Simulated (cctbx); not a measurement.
## LuSc2Ge2 across an absorption edge

Space group P-3m1 (no. 164), a = 4.4360 Å, b = 4.4360 Å, c = 7.0400 Å, α = 90.00°, β = 90.00°, γ = 120.00°.

| atom | mult. | x | y | z | Ueq (Å²) |
| --- | --- | --- | --- | --- | --- |
| Lu1 | 1 | 0 | 0 | 0 | 0.0143 |
| Ge1 | 2 | 2/3 | 1/3 | 0.7389 | 0.0176 |
| Sc1 | 2 | 2/3 | 1/3 | 0.3652 | 0.0240 |

The model is made up (kin elements in a known structure type, no relaxation), so it says nothing on whether the phase exists.

Calculated with cctbx: free-atom f′ and f″ from the Sasaki tables, no fine structure; amplitudes in electrons.

```csv
E (eV),F 2 0 0,F 0 1 1,F 1 1 0,F 1 1 1
8644,11.3,89.1,117.8,25.8
8994,9.7,87.0,115.8,24.0
9124,8.3,85.4,114.3,22.6
9184,7.1,84.0,112.9,21.3
9214,5.8,82.5,111.5,19.9
9229,4.6,81.1,110.2,18.6
9236,3.5,79.9,109.0,17.4
9240,2.6,78.6,107.7,16.2
9248,8.1,78.5,107.6,17.5
9252,8.5,80.2,109.2,18.9
9259,9.0,81.6,110.6,20.1
9274,9.7,83.1,112.0,21.5
9304,10.6,84.5,113.4,22.8
9394,11.8,86.4,115.2,24.5
9644,13.0,87.9,116.7,26.1
```

**Question.** Which edge is crossed, and why do the reflections move as they do?

The L3 edge of Lu. The edge is at 9244 eV. f′ of Lu falls from -12.0 e at 9124 eV to -18.9 e at 4 eV below it, and f″ steps from 3.76 to 10.53 e across it. Over that approach |F| changes by -69 % (2 0 0), -8 % (0 1 1), -6 % (1 1 0) and -28 % (1 1 1): a reflection falls where Lu scatters in phase with the total and rises where it scatters against it; it hardly moves where the Lu term is small or cancels by symmetry. Above the edge the larger f″ enters the imaginary part, where it can add to or cancel the other atoms' f″. The structure is centrosymmetric, so Friedel mates stay equal.

[Logs are printed without paths, hosts, clocks, repeated set-up lines and the standing remarks that a program may print on its own settings, such as how far it seeks lower states.]
